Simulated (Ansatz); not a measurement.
# BaTiO3 (Pm-3m): given cell or relaxed cell?, part 2 of 2

Aim: gaps of BaTiO3 (Pm-3m) at the database cell and after a full relaxation.

Ansatz 0.2.0; LDA, HSE06 and G0W0, plane waves, PAW. Known limits of the many-body steps: short of the basis limit; no spin-orbit coupling; coarse k mesh.

So far. Step 4 (LDA at the relaxed cell): The gap is indirect, with the least direct gap 0.04 eV higher. Step 5 (HSE06 at the relaxed cell): The gap stands +1.50 eV against LDA.

**6. G0W0 at the relaxed cell**

Now the one-shot GW correction: screening in the RPA, then the self-energy of the levels asked for.

This step: G0W0 on LDA, plane waves, PAW.

The input, input.yaml:

```yaml
crystal:
  lattice:
    - [3.9345624912, 0.0, 0.0]
    - [0.0, 3.9345624912, 0.0]
    - [0.0, 0.0, 3.9345624912]
  atoms:
    - { symbol: Ba, position: [0.5, 0.5, 0.5] }
    - { symbol: Ti, position: [0.0, 0.0, 0.0] }
    - { symbol: O, position: [0.5, 0.0, 0.0] }
    - { symbol: O, position: [0.0, 0.5, 0.0] }
    - { symbol: O, position: [0.0, 0.0, 0.5] }
kpoints:
  mp_grid: { grid: [4, 4, 4] }
hamiltonian:
  xc: lda
scf:
  occupations: { method: fixed }
gw:
  n_empty_bands: 224
  ecut_chi: 138
  qp_bands: [v2, c2]
  qp_kpoints: band_edges
  screening: { model: contour_deformation }
```

The run is started by

```
ansatz run input.yaml --threads 3 --pin off --max-ram 92160MiB --backend cuda --events-out ev --progress --plain --runs-dir out --devices 1 --max-vram 13GiB
```

Standard output:

```text
GPUs: using 1 of 1 available (devices: 1).
[...]
GPU FFT provider: cuFFT
GPU libraries: cuBLAS 13.8.2, cuFFT 12.4.0, cuSOLVER 12.3.4
Crystal: 5 atoms, lattice volume = 60.910 Å³
Basis set: ecut = 420 eV, 1213 PW (Γ)
Bands: 25, of which v1, the nominal top of the filled ones, is band 20 counted from 1 (19 counted from 0)
Symmetry: 48 space group operations
[...]
k-points: 10 of 64
[...]
1    22     13.5485   -14.1776    -6.5354   -22.0664  0.7143    14.9584    14.9019  root
[...]
9    19     10.6714   -25.8878     4.7003   -21.0076  0.7149    10.4909    10.4916  root
     9    20     10.6714   -25.8878     4.7003   -21.0076  0.7149    10.4909    10.4916  root
     9    21     15.1753   -14.7521    -7.9993   -24.0978  0.6624    16.6088    16.5218  root
     9    22     15.1753   -14.7521    -7.9993   -24.0978  0.6624    16.6088    16.5218  root
[key lines of the parts left out:]
SCF converged after 7 iterations
Free energy (F): -9904.477798 eV
Fermi energy:    10.671357 eV
```

Elapsed: 18 s, on 1 × NVIDIA H100 80GB HBM3 (shared by 6 runs) with 3 threads of AMD EPYC 7R13 (Zen 3), shared host; peak memory 1.2 GiB; 27 s of CPU time.

Read from the output:

* bands summed: 244
* RPA ε∞ on this mesh (eigenvalues): 7.182, 7.182, 7.182
* plane waves in the screening matrix: 251
* G0W0 gap on the mesh: 3.379 eV
* k of the valence top: -0.5, -0.5, -0.5
* k of the conduction bottom: 0, 0, 0
* starting gap on the mesh: 1.809 eV
* least direct G0W0 gap on the computed points: 3.423 eV

The gap on the mesh goes from 1.81 eV to 3.38 eV, a correction of +1.57 eV. Between the two edge states, bare exchange in place of the xc potential would open the gap by 12.82 eV, and correlation takes back 11.25 eV.

**7. G0W0 at the given cell**

Changes to input.yaml since step 6:

```diff
@@ -2,5 +2,5 @@
   lattice:
-    - [3.9345624912, 0.0, 0.0]
-    - [0.0, 3.9345624912, 0.0]
-    - [0.0, 0.0, 3.9345624912]
+    - [4.006, 0.0, 0.0]
+    - [0.0, 4.006, 0.0]
+    - [0.0, 0.0, 4.006]
   atoms:
@@ -18,3 +18,3 @@
 gw:
-  n_empty_bands: 224
+  n_empty_bands: 236
   ecut_chi: 138
```

Standard output:

```text
GPUs: using 1 of 1 available (devices: 1).
[...]
GPU FFT provider: cuFFT
GPU libraries: cuBLAS 13.8.2, cuFFT 12.4.0, cuSOLVER 12.3.4
Crystal: 5 atoms, lattice volume = 64.288 Å³
Basis set: ecut = 420 eV, 1237 PW (Γ)
Bands: 25, of which v1, the nominal top of the filled ones, is band 20 counted from 1 (19 counted from 0)
Symmetry: 48 space group operations
[...]
k-points: 10 of 64
[...]
1    22     12.5688   -14.1721    -6.5879   -22.0623  0.7032    13.9276    13.8712  root
[...]
9    19      9.8885   -25.7560     4.6998   -20.8926  0.7053     9.7243     9.7249  root
     9    20      9.8885   -25.7560     4.6998   -20.8926  0.7053     9.7243     9.7249  root
     9    21     14.0448   -14.7009    -7.9948   -23.9814  0.6530    15.4146    15.3305  root
     9    22     14.0448   -14.7009    -7.9948   -23.9814  0.6530    15.4146    15.3305  root
[key lines of the parts left out:]
SCF converged after 8 iterations
Free energy (F): -9904.374895 eV
Fermi energy:    9.888463 eV
```

Wall time 24 s (1 × NVIDIA H100 80GB HBM3 (shared by 6 runs) with 3 threads); peak memory 1.2 GiB.

Numbers from this step:

```
bands summed                                 : 256
RPA ε∞ on this mesh (eigenvalues)            : 7.272, 7.272, 7.272
plane waves in the screening matrix          : 251
G0W0 gap on the mesh                         : 3.215 eV
k of the valence top                         : -0.5, -0.5, -0.5
k of the conduction bottom                   : 0, 0, 0
starting gap on the mesh                     : 1.702 eV
least direct G0W0 gap on the computed points : 3.326 eV
```

The gap on the mesh goes from 1.70 eV to 3.21 eV, a correction of +1.51 eV. Between the two edge states, bare exchange in place of the xc potential would open the gap by 12.86 eV, and correlation takes back 11.35 eV.

**8. Together**

G0W0 rows are gaps on the mesh, lowered where the mesh misses an edge of the band path.

| level | given cell (eV) | relaxed cell (eV) | change (eV) |
| --- | --- | --- | --- |
| LDA | 1.72 | 1.83 | +0.11 |
| HSE06 | - | 3.33 | - |
| G0W0@LDA | 3.21 | 3.38 | +0.16 |

**9. Outcome**

| Property | Result |
| --- | --- |
| volume change | −5.3 % |
| LDA, given cell | 1.72 eV |
| LDA, relaxed cell | 1.83 eV |
| HSE06, relaxed cell | 3.33 eV |
| G0W0@LDA, relaxed cell | 3.38 eV |
| G0W0@LDA, given cell | 3.21 eV |
| known limits | short of the basis limit; no spin-orbit coupling; coarse k mesh |

What this shows: Relaxation changes the volume by −5.3 % and the gap by +0.11 eV (LDA) and +0.16 eV (G0W0@LDA). Against experiment, by G0W0@LDA at the given cell: the gap of 3.21 eV lies −0.07 eV from the measured 3.28 eV (optical, 2024); the gap of 3.21 eV lies +0.01 eV from the measured 3.2 eV (optical, 2024). An exciton line or allowed optical edge lies below the quasiparticle gap by the binding energy; a forbidden edge can push the onset above it. The calculation has static nuclei and no excitons; a measured gap holds zero-point and thermal motion, which mostly lowers it. Bands and cutoff are finite, so the gap stands short of the basis limit, usually by up to a few tenths of an eV; the mesh is an error of its own. The 4×4×4 mesh is coarse for this cell (its supercell is 16 Å along the shortest edge). The RPA ε∞ on it, from the LDA start, is 7.27; such meshes misread the long-range screening, most where the gap is narrow. This is the ideal cubic cell; many perovskites, halides above all, are cubic only on average, and local tilts or off-centring can widen the gap. The many-body steps are scalar-relativistic: spin-orbit coupling is not in them.

[Long decimals in the printed logs are rounded to 6 places.]

[Logs are printed without paths, hosts, clocks, repeated set-up lines and the standing remarks that a program may print on its own settings, such as how far it seeks lower states.]

[Paths, hosts, dates, memory and timing lines, banners, echoed tables and standing remarks are left out of the program output; an Ansatz launch command may be rebuilt from the run's recorded settings. Measured values are a selection of at most five: reports struck by readers or far from the other reports are left out. None is set beside runs whose start may be inverted or whose files or cutoffs have a known fault.]

[Runs of the session that timed out or met a known fault of the program may be left out.]

[Cells called generated may have been cut or substituted from an entry of the Crystallography Open Database or the Materials Project.]

[Hosts, paths, dates, database ids (printed as entryN), source tags and the programs' standing remarks are cut or masked in the printed files.]

[Where the starting crystal was built by hand or by swapping elements, it need not be the compound's stable phase.]
